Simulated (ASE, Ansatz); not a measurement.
# Building twisted 1T-ZrS2 monolayer on bilayer, 5.09 deg (1143 atoms)

The cell is an input for a DFT calculation. Recipe: 1T-ZrS2 (a = 3.66 Å) under 1T-ZrS2 (a = 3.66 Å), monolayer on bilayer, commensurate cell of 127 unit cells a layer, twist 5.09 deg; facing planes 3.22, 3.18 Å apart; 14 Å of vacuum; layers as built, displaced by a Gaussian of 0.01 Å.

The cell that is wanted:

The cell holds 1143 atoms: 381 Zr and 762 S. Its edges and angles: a = 41.246 Å, b = 41.246 Å, c = 29.160 Å, α = 90.0°, β = 90.0°, γ = 120.0°. It derives from ZrS2 (1T-ZrS2). Regions: layer 1, 381 atoms (127 Zr and 254 S); layer 2, 381 atoms (127 Zr and 254 S); layer 3, 381 atoms (127 Zr and 254 S). Vacuum lies along c.

Q: Which script makes it?

build.py (ASE 3.29.0):

```python
import numpy as np
from ase import Atoms
from ase.build import make_supercell

u1 = Atoms(['Zr', 'S', 'S'], cell=[3.66, 3.66, 1, 90, 90, 120], pbc=True,
          scaled_positions=[[0/3, 0/3, 0], [1/3, 2/3, 1.46], [2/3, 1/3, -1.46]])  # z in A
cell = [41.2461, 41.2461, 120]  # common in-plane cell: a, b, gamma
layers = [(u1, [[13, 6], [-6, 7]], [0, 0], 1),
          (u1, [[13, 6], [-6, 7]], [0.04987, 0.05249], 1),
          (u1, [[13, 7], [-7, 6]], [0, 0], 1)]
gaps = [3.22, 3.18, 14]
atoms, top = Atoms(), 0.0
for k, (u, M, shift, flip) in enumerate(layers):
    s = make_supercell(u, [M[0] + [0], M[1] + [0], [0, 0, 1]], wrap=False)
    z = flip * s.positions[:, 2]; f = s.get_scaled_positions(wrap=False)
    s.set_cell([cell[0], cell[1], 1, 90, 90, cell[2]]); s.set_scaled_positions(np.c_[f[:, :2] + shift, z - z.min() + top]); s.set_tags(k)
    top = s.positions[:, 2].max() + gaps[k]; atoms += s
atoms.set_cell([cell[0], cell[1], top, 90, 90, cell[2]]); atoms.pbc = True
atoms.center(axis=2)
atoms.rattle(0.01, seed=60001)
atoms.wrap()
atoms.write('structure.xyz')
print(atoms.get_chemical_formula(), len(atoms), 'atoms; cell', atoms.cell.cellpar().round(3))
```

```console
$ python build.py
S762Zr381 1143 atoms; cell [ 41.246  41.246  29.16   90.     90.    120.   ]
```

Bonds by pair of elements; cutoffs follow the first minimum of g(r), held within bounds set by covalent radii, and pairs that aren't listed don't count as bonded:

```csv
pair A-B,cutoff (Å),bonds,mean length (Å),spread (Å),shortest (Å),B about A,A about B
S-Zr,3.28,2286,2.57,0.014,2.52,3,6
```

How many atoms have how many bonded neighbours:

```csv
element,mean,3,6
S,3,762,0
Zr,6,0,381
```

[Logs are printed without paths, hosts, clocks, repeated set-up lines and the standing remarks that a program may print on its own settings, such as how far it seeks lower states.]

[Hosts, paths, dates, database ids (printed as entryN), source tags and the programs' standing remarks are cut or masked in the printed files.]
